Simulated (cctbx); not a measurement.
**Accept or mend?**

Cell a = 10.9310 Å, b = 4.3390 Å, c = 10.2950 Å, α = 90.00°, β = 116.91°, γ = 90.00°; space group C2/m (no. 12).

The data are simulated with cctbx, not measured: Mo Kα, λ = 0.71073 Å, to d = 0.7 Å, 95 % of the full sphere, strongest reflection 5000 counts, noise from counting, a 3 % proportional error and a noise floor of 4 counts (s.d.); no absorption, and some extinction, which the refinements don't model.

An anisotropic refinement with weights 1/σ² prints:

```text
Rint 0.047, 746 unique reflections to 0.70 A
cycle     R1     wR2    GooF  max shift (A)
   1  0.2102  0.3994   7.638   0.03210
   3  0.2063  0.3829   7.322   0.00011
final R1 0.2063 wR2 0.3829 GooF 7.322  parameters 24  data/parameter 31.1
atom        x        y        z      Ueq    occ   su(xyz)  su(Uiso or U11)
Er1    0.00673  0.00000  0.33419   0.0104  1.000  0.00042  0.0017
Er2    0.68369  0.50000  0.11444   0.0077  1.000  0.00041  0.0016
Sn1    0.82759  0.50000  0.44011   0.0188  1.000  0.00077  0.0032
Ge1    0.98479  0.50000  0.12066   0.0060  1.000  0.00093  0.0038
difference map: max 109.11 min -10.62 rms 3.94
Q1    0.2318  0.5000  0.3380    4  112.00  2.43 A from Sn1
Q2    0.1859  0.0000  0.1213    4   26.80  0.06 A from Er2
Q3    0.0140  0.0000  0.3326    4   24.08  0.09 A from Er1
Q4    0.1541  0.5000  0.5597    4   17.32  0.20 A from Sn1
Q5    0.0371  0.5000  0.5467    4   10.64  1.42 A from Sn1
Q6    0.1303  0.0000  0.8289    4    8.84  1.67 A from Er1
```

**Question.** Can this result stand? If not, what is the likely fault?

Mend it. The fault: an atom left out, Fe at (0.7319, 0, 0.3375). Against the right model at the same level, R1 goes from 0.0235 to 0.2063 and GooF from 0.96 to 7.32 and the top difference peak, 112.0 e/Å³, lies 2.43 Å from Sn1. Q1 is the missing atom. With scattering power missing, scale and phases suffer, so peaks may also grow on the heavy atoms.

The compound is Er2FeSnGe. The right model at the same level gives:

```text
Rint 0.047, 746 unique reflections to 0.70 A
cycle     R1     wR2    GooF  max shift (A)
   1  0.0415  0.0897   1.722   0.00341
   2  0.0235  0.0501   0.961   0.00000
final R1 0.0235 wR2 0.0501 GooF 0.961  parameters 30  data/parameter 24.9
atom        x        y        z      Ueq    occ   su(xyz)  su(Uiso or U11)
Er1    0.00731  0.00000  0.33390   0.0133  1.000  0.00005  0.0002
Er2    0.68402  0.50000  0.11478   0.0106  1.000  0.00005  0.0002
Sn1    0.83020  0.50000  0.44056   0.0216  1.000  0.00010  0.0004
Ge1    0.98829  0.50000  0.12184   0.0103  1.000  0.00011  0.0004
Fe1    0.73214  0.00000  0.33773   0.0104  1.000  0.00016  0.0005
difference map: max 2.03 min -2.42 rms 0.52
Q1    0.0428  0.0000  0.1874    4    2.07  1.72 A from Er1
Q2    0.0597  0.0000  0.7643    4    2.04  0.94 A from Er1
Q3    0.1961  0.2447  0.6180    8    1.91  1.23 A from Sn1
Q4    0.1842  0.2688  0.2405    8    1.83  1.34 A from Fe1
Q5    0.1458  0.3103  0.8339    8    1.82  1.88 A from Er2
Q6    0.1449  0.3312  0.7323    8    1.80  1.96 A from Er2
```

The model was made for the exercise: a known structure type with other elements put in, its volume estimated, not relaxed; displacement parameters are assumed.

[Middle refinement cycles are left out of these outputs.]

[Logs are printed without paths, hosts, clocks, repeated set-up lines and the standing remarks that a program may print on its own settings, such as how far it seeks lower states.]
